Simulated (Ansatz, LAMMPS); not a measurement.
# Molecular dynamics of amorphous Zn12Cd27Se39 (78 atoms)

Wanted: a short trajectory of amorphous Zn12Cd27Se39 (78 atoms) with its pair distributions.

Calculated with Ansatz 0.2.0; Kohn-Sham DFT, PBE, PAW (set soft_2, large core), plane waves.

## (1) Set-up

The cell holds 78 atoms: 12 Zn, 27 Cd and 39 Se. Cell: a = 12.774 Å, b = 12.774 Å, c = 12.774 Å, α = 90.0°, β = 90.0°, γ = 90.0°. 78 atoms (12 Zn, 27 Cd, 39 Se) placed at random at 5.5 g/cm³, melted at 2500 K for 10 ps at fixed volume with the Stillinger-Weber II-VI potential (Zhou et al., Phys. Rev. B 88, 085309 (2013)). Quenched from 2500 K to 100 K at 50 K/ps and fixed volume, held 5 ps.

Limits known from the start: The quench rate of 50 K/ps is many orders above laboratory rates, so the cell is likely richer in defects and strain than a real sample. The network of bonds at the start is that of the classical potential that made the cell. The Brillouin zone is sampled at Γ only, in a cell whose shortest periodic width is 13 Å.

## (2) Single point at the start

The forces at the start show how far the geometry lies from a minimum of this functional.

Input file input.yaml:

```yaml
crystal:
  lattice:
    - [12.7745, 0.0, 0.0]
    - [0.0, 12.7745, 0.0]
    - [0.0, 0.0, 12.7745]
  atoms:
    - { symbol: Zn, position: [0.70353, 0.74701, 0.35747] }
    - { symbol: Zn, position: [0.53424, 0.34854, 0.87512] }
    - { symbol: Zn, position: [0.76329, 0.10207, 0.79228] }
    - { symbol: Zn, position: [0.5452, 0.06175, 0.2956] }
    [... 68 atom lines left out ...]
    - { symbol: Se, position: [0.11635, 0.45819, 0.82144] }
    - { symbol: Se, position: [0.67549, 0.57349, 0.45109] }
    - { symbol: Se, position: [0.61401, 0.52368, 0.9131] }
    - { symbol: Se, position: [0.16189, 0.73083, 0.42521] }
    - { symbol: Se, position: [0.97833, 0.88968, 0.18211] }
    - { symbol: Se, position: [0.05983, 0.8024, 0.95902] }
kpoints:
  mp_grid: { grid: [1, 1, 1] }
hamiltonian:
  xc: pbe
  pseudopotentials: { kind: paw, core: large }
scf:
  occupations: { method: gaussian, width: 0.05 }
output:
  forces: true
  stress: true
```

Launch:

```console
$ ansatz run input.yaml --threads 4 --pin off --max-ram 8192MiB --backend cpu --events-out ev --progress --plain --runs-dir out
```

Elapsed: 52 s, on 4 threads of Arm Neoverse V2, shared host; peak memory 3.1 GiB.

The program notes that potentials were chosen by core size.

Numbers from this run:

```yaml
free_energy: -363276.8827 eV
free_energy_per_atom: -4657.3959 eV/atom
scf_cycles: 23
pressure: 1.064 GPa
r_m_s_force_component: 0.3691 eV/Å
longest_force: 1.433 eV/Å
fermi_energy: 6.916 eV
```

The r.m.s. force component of 0.37 eV/Å and the pressure of 1.1 GPa set the starting point.

Neighbours are counted within 3.23 Å (Se-Cd), 3.12 Å (Se-Zn).

Length of the force by element and coordination:

```csv
element,coordination,atoms,mean length of the force (eV/Å),spread,least,most
Cd,all,27,0.632,0.250,0.292,1.17
Cd,1,1,0.315,0,0.315,0.315
Cd,2,1,0.768,0,0.768,0.768
Cd,3,7,0.643,0.261,0.343,1.17
Cd,4,16,0.607,0.225,0.292,1.04
Cd,5,2,0.887,0.264,0.623,1.15
Se,all,39,0.602,0.265,0.0846,1.43
Se,2,2,0.942,0.0961,0.846,1.04
Se,3,9,0.452,0.257,0.0846,0.934
Se,4,26,0.621,0.252,0.239,1.43
Se,5,2,0.679,0.0977,0.582,0.777
Zn,all,12,0.428,0.171,0.0951,0.721
Zn,3,1,0.530,0,0.530,0.530
Zn,4,11,0.419,0.175,0.0951,0.721
```

## (3) Dynamics started at 900 K

A Nosé–Hoover thermostat steers the temperature while disturbing the dynamics little. The time step is 2.0 fs.

input.yaml: that of step 2 with these lines changed.

```diff
@@ -17 +17,8 @@
   stress: true
+md:
+  timestep: 2.0
+  n_steps: 57
+  ensemble: nvt_nose_hoover
+  temperature: 900
+  initial_velocities: maxwell_boltzmann
+  seed: 3379
```

It took 21 min on 4 threads; peak memory 3.4 GiB; 82 min of CPU time.

The program notes that the SCF threshold is loose for the stress and it switched symmetry off.

Rows from the run:

```csv
time (fs),T (K),potential (meV/atom),conserved (meV/atom)
0.0,900,0.0,0.00
8.0,874,3.3,0.00
16.0,822,10.1,0.01
22.0,774,16.3,0.02
30.0,714,24.1,0.03
38.0,677,29.5,0.03
46.0,667,31.5,0.03
54.0,680,30.9,0.02
60.0,698,29.6,0.02
68.0,727,27.6,0.02
76.0,757,25.9,0.01
84.0,782,25.0,0.01
92.0,795,25.7,0.01
98.0,793,27.7,0.01
106.0,776,32.3,0.02
114.0,754,37.4,0.02
```

Mean square displacement from the first frame to the last: Zn 0.16 Å², Cd 0.18 Å², Se 0.18 Å².

The mean square displacement by time lag:

```csv
time lag (fs),Cd (Å²),Se (Å²),Zn (Å²)
2.0,7.6e-5,9.6e-5,7.2e-5
4.0,3.0e-4,3.8e-4,2.9e-4
6.0,6.8e-4,8.6e-4,6.5e-4
8.0,0.00121,0.00152,0.00114
10.0,0.00189,0.00236,0.00178
12.0,0.00271,0.00339,0.00255
16.0,0.00479,0.00597,0.00448
18.0,0.00605,0.00751,0.00563
20.0,0.00744,0.00922,0.00691
22.0,0.00897,0.0111,0.00830
24.0,0.0106,0.0131,0.00981
26.0,0.0124,0.0153,0.0114
30.0,0.0164,0.02,0.0150
32.0,0.0186,0.0226,0.0169
34.0,0.0209,0.0253,0.0189
36.0,0.0233,0.0281,0.0210
38.0,0.0258,0.0310,0.0232
40.0,0.0285,0.0340,0.0255
44.0,0.0341,0.0403,0.0303
46.0,0.0370,0.0436,0.0328
48.0,0.0401,0.0470,0.0354
50.0,0.0433,0.0504,0.0381
52.0,0.0465,0.0540,0.0408
54.0,0.0499,0.0575,0.0436
58.0,0.0569,0.0649,0.0493
```

Over the second half of 114 fs the temperature averages 761 K, rising from about 713 to 770 K (means over the first and last quarter of that half). The conserved energy stays within 0.03 meV/atom. From first frame to last Cd has the largest mean square displacement, 0.18 Å² at the end; the farthest move is 1.02 Å. The mean temperature of 761 K lies well off the 900 K of the input, so the thermostat hasn't yet brought the run to equilibrium. The count of bonds goes from 146 in the first frame to 147 in the last, by one set of cutoffs: 6 pairs passed out of them and 7 came within. The run spans 0.11 ps, too short for its means to be equilibrium values.

## (4) Local order late in the run

The g(r) is a mean over the second half; what follows it is taken at the last frame.

Bonds before and after, by the cutoffs listed below:

```csv
pair,bonds before,bonds after,mean before (Å),mean after (Å),spread before (Å),spread after (Å)
Se-Cd,99,101,2.714,2.768,0.143,0.177
Se-Zn,47,44,2.523,2.517,0.078,0.142
```

Density 5.50 g/cm³, 26.73 Å³ an atom.

Mean of 16 frames. Pair distribution functions g(r), in bins of 0.2 Å:

```csv
r (Å),total,Se-Se,Se-Cd,Se-Zn,Cd-Cd,Cd-Zn,Zn-Zn
2.20,0.06,0.08,0.00,0.28,0.00,0.00,0.00
2.40,1.35,0.05,0.77,6.95,0.00,0.00,0.00
2.60,2.26,0.20,4.44,4.10,0.28,0.07,0.00
2.80,1.56,0.04,3.79,1.08,0.32,0.28,0.00
3.00,0.50,0.11,1.08,0.27,0.50,0.00,0.00
3.20,0.39,0.62,0.42,0.26,0.41,0.00,0.00
3.40,0.42,0.27,0.48,0.20,1.03,0.19,0.37
3.60,0.75,0.79,0.37,0.47,1.75,0.96,1.65
3.80,1.02,1.56,0.56,0.28,1.48,1.48,2.29
4.00,1.66,2.66,0.88,0.76,1.77,2.50,4.24
4.20,1.69,2.80,0.79,0.83,2.07,2.33,3.91
4.40,1.34,1.73,1.18,0.73,1.57,1.78,0.44
4.60,1.19,1.39,0.88,0.88,1.53,1.95,0.70
4.80,1.00,1.02,0.84,1.31,1.20,1.00,0.06
5.00,0.89,0.91,0.82,1.31,0.53,0.99,0.41
5.20,0.84,0.69,1.04,1.08,0.47,0.67,0.43
5.40,0.63,0.38,0.96,0.76,0.19,0.59,0.00
5.60,0.64,0.26,0.88,0.88,0.54,0.58,0.00
5.80,0.76,0.59,0.97,0.92,0.57,0.56,0.15
6.00,1.02,0.65,1.24,1.52,0.80,0.74,0.88
6.20,1.15,0.83,1.53,1.21,1.16,0.74,0.38
```

Bonds by pair of elements; cutoffs follow the first minimum of g(r), held within bounds set by covalent radii, and pairs that aren't listed don't count as bonded:

```csv
pair A-B,cutoff (Å),bonds,mean length (Å),spread (Å),shortest (Å),B about A,A about B
Se-Se,2.71,2,2.41,0.204,2.21,0.103,0.103
Se-Cd,3.27,101,2.77,0.177,2.43,2.59,3.74
Se-Zn,2.98,44,2.52,0.142,2.28,1.13,3.67
```

How many atoms have how many bonded neighbours:

```csv
element,mean,1,2,3,4,5
Cd,3.74,1,1,5,17,3
Se,3.82,0,0,10,26,3
Zn,3.67,0,0,4,8,0
```

Bond angles, per cent of each kind in bins of 5°:

```csv
angle (°),Se-Cd-Se,Cd-Se-Cd,Cd-Se-Zn,Se-Zn-Se,Zn-Se-Zn
50–55,0.0,1.0,0.0,0.0,0.0
55–60,0.0,0.0,0.0,0.0,0.0
60–65,0.7,1.0,0.0,0.0,0.0
65–70,0.7,2.0,0.0,0.0,0.0
70–75,2.7,4.0,0.0,0.0,0.0
75–80,4.0,6.0,0.0,1.7,0.0
80–85,4.0,6.0,3.5,0.0,0.0
85–90,2.7,9.0,5.8,5.0,11.1
90–95,10.8,12.0,8.1,1.7,5.6
95–100,14.2,5.0,10.3,5.0,16.7
100–105,11.5,9.0,11.5,21.7,16.7
105–110,10.1,7.0,9.2,18.3,22.2
110–115,7.4,11.0,13.8,13.3,22.2
115–120,6.1,10.0,4.6,8.3,5.6
120–125,6.1,8.0,6.9,20.0,0.0
125–130,4.7,2.0,4.6,1.7,0.0
130–135,2.0,1.0,5.8,1.7,0.0
135–140,4.7,0.0,4.6,1.7,0.0
140–145,1.4,3.0,4.6,0.0,0.0
145–150,2.0,1.0,4.6,0.0,0.0
150–155,2.0,2.0,1.1,0.0,0.0
155–160,0.0,0.0,1.1,0.0,0.0
160–165,0.7,0.0,0.0,0.0,0.0
165–170,0.7,0.0,0.0,0.0,0.0
170–175,0.0,0.0,0.0,0.0,0.0
175–180,0.7,0.0,0.0,0.0,0.0
```

Bond angles (no mean is given where the spread exceeds 20°):

```csv
angle,count,mean (°),spread (°)
Se-Cd-Se,148,-,-
Cd-Se-Cd,100,102,19.8
Cd-Se-Zn,87,113,18.5
Se-Zn-Se,60,110,11.5
Zn-Se-Zn,18,104,8.8
```

Bond length by coordination (bonds to H left out):

```csv
element,coordination,atoms,mean bond length (Å)
Cd,1,1,3.00
Cd,2,1,2.73
Cd,3,5,2.68
Cd,4,17,2.77
Cd,5,3,2.85
Se,3,10,2.60
Se,4,26,2.69
Se,5,3,2.81
Zn,3,4,2.43
Zn,4,8,2.55
```

Rings of the network by King's shortest-path rule, up to 12 atoms, one path for each pair of neighbours; H, halogens, alkali and alkaline-earth atoms are left out, and the last column divides by all other atoms, bonded or not:

```csv
ring size (atoms),rings,per network atom
4,6,0.077
5,4,0.051
6,97,1.24
7,6,0.077
8,29,0.372
9,4,0.051
10,3,0.038
```

First main peaks of g(r), for some of the pairs, lie near 4.1 Å (Se-Se), 2.7 Å (Se-Cd), 2.5 Å (Se-Zn) and 4.0 Å (Cd-Zn). Counting bonds as in the table, 63 % of Cd atoms have 4, 67 % of Se atoms have 4 and 67 % of Zn atoms have 4 bonded neighbours. Rings of 6 atoms are the most common (65 % of those counted); sizes run from 4 to 10.

## (5) Single point at the last frame

The last frame is solved once more, with the analyses that the dynamics left out.

Input file input.yaml:

```yaml
crystal:
  lattice:
    - [12.7745, 0.0, 0.0]
    - [0.0, 12.7745, 0.0]
    - [0.0, 0.0, 12.7745]
  atoms:
    - { symbol: Zn, position: [0.70273, 0.7668, 0.36579] }
    - { symbol: Zn, position: [0.53018, 0.33352, 0.85547] }
    - { symbol: Zn, position: [0.74007, 0.1144, 0.77738] }
    - { symbol: Zn, position: [0.56466, 0.07167, 0.28526] }
    [... 68 atom lines left out ...]
    - { symbol: Se, position: [0.10102, 0.44725, 0.79448] }
    - { symbol: Se, position: [0.64579, 0.59106, 0.43547] }
    - { symbol: Se, position: [0.59933, 0.51629, 0.90852] }
    - { symbol: Se, position: [0.17684, 0.77135, 0.41087] }
    - { symbol: Se, position: [0.00794, 0.89652, 0.19503] }
    - { symbol: Se, position: [0.04282, 0.78956, 0.97957] }
kpoints:
  mp_grid: { grid: [1, 1, 1] }
hamiltonian:
  xc: pbe
  pseudopotentials: { kind: paw, core: large }
scf:
  occupations: { method: gaussian, width: 0.05 }
output:
  forces: true
  stress: true
  populations: true
  dos:
    method: { smearing: { sigma: 0.15 } }
    de: 0.1
    projected: { site_lists: { Cd: [Cd], Se: [Se], Zn: [Zn] } }
  eigenvalues: true
  write_density: true
  write_potential: true
  volumetric_format: npy
```

It took 55 s on 4 threads; peak memory 3.1 GiB.

Read from the output:

```yaml
free_energy: -363273.9652 eV
free_energy_per_atom: -4657.3585 eV/atom
scf_cycles: 15
pressure: 1.171 GPa
r_m_s_force_component: 0.5927 eV/Å
longest_force: 3.824 eV/Å
fermi_energy: 6.891 eV
levels_partly_filled_by_over_2_per_cent: 2
spilling_of_the_projection: 0.009104
```

Neighbours are counted within 2.71 Å (Se-Se), 3.27 Å (Se-Cd), 2.98 Å (Se-Zn), the cutoffs taken from the dynamics.

Length of the force by element and coordination:

```csv
element,coordination,atoms,mean length of the force (eV/Å),spread,least,most
Cd,all,27,0.849,0.364,0.368,1.66
Cd,1,1,0.561,0,0.561,0.561
Cd,2,1,0.774,0,0.774,0.774
Cd,3,5,0.729,0.237,0.45,1.03
Cd,4,17,0.936,0.402,0.368,1.66
Cd,5,3,0.675,0.243,0.378,0.972
Se,all,39,0.953,0.672,0.202,3.82
Se,3,10,1.12,0.674,0.598,3.05
Se,4,26,0.935,0.683,0.204,3.82
Se,5,3,0.556,0.259,0.202,0.812
Zn,all,12,0.604,0.380,0.187,1.56
Zn,3,4,0.469,0.216,0.187,0.792
Zn,4,8,0.671,0.424,0.226,1.56
```

Density of states as counts of states in windows of 1 eV (from the Fermi level), total and the larger projections:

```csv
from (eV),to (eV),total,Cd d,Se p,Zn d,Cd s,Se s
-14,-13,24.0,0.8,0.3,0.2,1.7,19.8
-13,-12,47.8,2.1,0.6,0.5,1.6,41.9
-12,-11,2.2,0.1,0.2,0.0,0.0,1.8
-11,-10,0.0,0.0,0.0,0.0,0.0,0.0
-10,-9,16.0,15.3,0.4,0.0,0.1,0.1
-9,-8,250.8,241.7,5.0,0.9,0.6,2.3
-8,-7,56.3,3.6,1.9,50.1,0.2,0.3
-7,-6,67.0,0.5,1.7,63.9,0.2,0.5
-6,-5,23.0,0.7,13.6,0.8,4.2,0.7
-5,-4,38.2,0.9,24.5,0.8,7.3,1.5
-4,-3,39.0,0.8,30.2,0.6,4.2,1.2
-3,-2,54.3,1.1,47.2,0.8,1.8,0.6
-2,-1,61.0,1.2,53.8,0.8,1.7,0.5
-1,0,18.8,0.3,15.1,0.1,1.5,0.4
0,1,11.2,0.1,5.2,0.0,3.4,0.4
1,2,27.1,0.1,8.3,0.0,8.7,1.0
2,3,33.2,0.1,8.7,0.0,7.9,0.8
3,4,35.6,0.1,5.1,0.0,3.4,0.3
4,5,44.1,0.0,3.0,0.0,1.7,0.2
```

Between -26 and -14 eV lie 4 more states.

The stored curve holds about 702 of the 918 electrons; the rest, give or take the few that broadening carries across the Fermi level, lie in deeper levels below its range.

The levels nearest the highest filled one (over half full), pooled over k-points and spins:

```csv
level less the highest filled one (eV),occupation
-0.718,2
-0.644,2
-0.454,2
-0.344,2
-0.150,2
0,1.61
0.0612,0.386
0.366,0
0.558,0
0.729,0
0.923,0
0.994,0
```

Within 0.4 eV of the Fermi level the largest share is Se p (74 % of the projected weight).

## (6) Outcome

```
mean temperature, second half                                : 760.8 K
temperature swing, second half                               : 31.41 K
mean pressure, second half                                   : 1.66 GPa
slope of the conserved energy against time, by least squares : 0.0049 meV/atom/ps
free energy per atom                                         : -4657.3585 eV/atom
pressure                                                     : 1.171 GPa
r.m.s. force component                                       : 0.5927 eV/Å
wall time of the 3 DFT runs                                  : 23 min
```

What this shows: Over the second half of 114 fs the temperature averages 761 K, rising from about 713 to 770 K (means over the first and last quarter of that half). The conserved energy stays within 0.03 meV/atom. The mean temperature of 761 K lies well off the 900 K of the input, so the thermostat hasn't yet brought the run to equilibrium. The count of bonds goes from 146 in the first frame to 147 in the last, by one set of cutoffs: 6 pairs passed out of them and 7 came within. The run spans 0.11 ps, too short for its means to be equilibrium values. Counting bonds as in the table, 63 % of Cd atoms have 4, 67 % of Se atoms have 4 and 67 % of Zn atoms have 4 bonded neighbours. Counting bands leaves a spacing of only 0.061 eV (at Γ alone), which the smearing bridges: 2 levels are partly filled by over 2 %, so a gap, if any, is small at this level.

What to keep in mind: The network of bonds at the start is that of the classical potential that made the cell; in DFT 6 of its 146 bonded pairs passed out of the cutoffs and 7 came within them. The pressure of a single frame lacks the kinetic term, about 0.39 GPa here.

[Logs are printed without paths, hosts, clocks, repeated set-up lines and the standing remarks that a program may print on its own settings, such as how far it seeks lower states.]

[Hosts, paths, dates, database ids (printed as entryN), source tags and the programs' standing remarks are cut or masked in the printed files.]
